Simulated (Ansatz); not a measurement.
# W(311) slab (28 atoms): surface energy

What is the surface energy of this cell, counted against the bulk crystal, and how far does it hang on functional and mesh?

Calculated with Ansatz 0.2.0: Kohn-Sham DFT, PBE, PAW (set soft_2), plane waves; cutoff 420 eV, fermi-dirac smearing of 0.1 eV. Cutoffs: 420 eV for PBE and PBEsol; 500 eV for r2SCAN.

**The cells**

The cell holds 28 atoms: 28 W. Cell: a = 10.072 Å, b = 4.504 Å, c = 27.964 Å, α = 90.0°, β = 90.0°, γ = 47.9°. It derives from W. The starting structure: Slab of W cut on (3 1 1), 13.0 Å thick, 1 x 1 surface cells, both faces free, 15 Å of vacuum; not relaxed. Lattice constants are starting values near those of PBE. Vacuum lies along c.

The bulk reference is W2 in a cell of 2 atoms, 16.155 Å³ an atom.

The input of the single point on the relaxed cell:

```yaml
crystal:
  lattice:
    - [10.07185, 0.0, 0.0]
    - [3.02156, 3.34046, 0.0]
    - [0.0, 0.0, 27.96423]
  atoms:
    - { symbol: W, position: [0.08522, 0.37204, 0.27594] }
    - { symbol: W, position: [0.44132, 0.83845, 0.29143] }
    - { symbol: W, position: [0.80682, 0.29001, 0.30613] }
    - { symbol: W, position: [0.17616, 0.73596, 0.31901] }
    [... 22 atom lines left out ...]
    - { symbol: W, position: [0.55868, 0.16155, 0.70857] }
    - { symbol: W, position: [0.91478, 0.62796, 0.72406] }
kpoints:
  mp_grid: { grid: [5, 11, 1] }
hamiltonian:
  xc: pbe
scf:
  occupations: { method: fermi_dirac, width: 0.1 }
output:
  forces: true
  populations: true
  dos:
    method: { smearing: { sigma: 0.08 } }
    de: 0.1
    projected: { site_lists: { W: [W] } }
  eigenvalues: true
  write_density: true
  write_potential: true
  volumetric_format: npy
```

| cell | formula | k-mesh | relaxation steps | gain on relaxing (eV) | free energy, PBE (eV) | time of its runs on this page |
| --- | --- | --- | --- | --- | --- | --- |
| W(311) slab | W28 | 5×11×1 (relaxed on 3×7×1) | 6 | 1.34 | -290759.871 | 58 s |
| bulk W | W2 | 17×17×17 | - | - | -20769.662 | 19 s |

**Surface energy**

The excess is the cell's free energy less 14 times that of the bulk cell. It is divided by twice the area, as the cell holds two faces, so the value is their mean, and they need not be alike (33.64 Å²), with 1 eV/Å² = 16.022 J/m².

| level | k-mesh | excess (eV) | surface energy (J/m²) | per area (meV/Å²) |
| --- | --- | --- | --- | --- |
| PBE | 5×11×1 | 15.395 | 3.666 | 228.8 |
| PBE, denser mesh | 6×14×1 | 15.392 | 3.665 | 228.7 |
| r2SCAN | 5×11×1 | 16.735 | 3.985 | 248.7 |
| PBEsol | 5×11×1 | 16.822 | 4.005 | 250.0 |

Worked for the first row at PBE: (-290759.871) − 14 × (-20769.662) = 15.395 eV (from unrounded energies).

Then 15.395 / (2 × 33.64) × 16.022 = 3.666 J/m².

**Findings**

At PBE the surface energy is 3.67 J/m². At the same geometries the levels give 3.67 (PBE) to 4.01 J/m² (PBEsol) and the denser mesh leaves it within 0.01 J/m². Relaxing the atoms lowered it by 0.318 J/m² from the start (on the 3×7×1 mesh of the relaxation), and the farthest atom moved 0.22 Å.

Limits: The cell edges were held, so the lattice is the typed one for every functional. Cell and bulk are sampled on unlike meshes, and the error grows with the number of atoms subtracted. These are free energies under a smearing of 0.1 eV, whose entropy term isn't removed. Spin–orbit coupling is left out, which matters for the levels of the heavy elements. In some runs the program notes that the exchange-correlation potential is rough where the density is thin.

[Logs are printed without paths, hosts, clocks, repeated set-up lines and the standing remarks that a program may print on its own settings, such as how far it seeks lower states.]

[Hosts, paths, dates, database ids (printed as entryN), source tags and the programs' standing remarks are cut or masked in the printed files.]
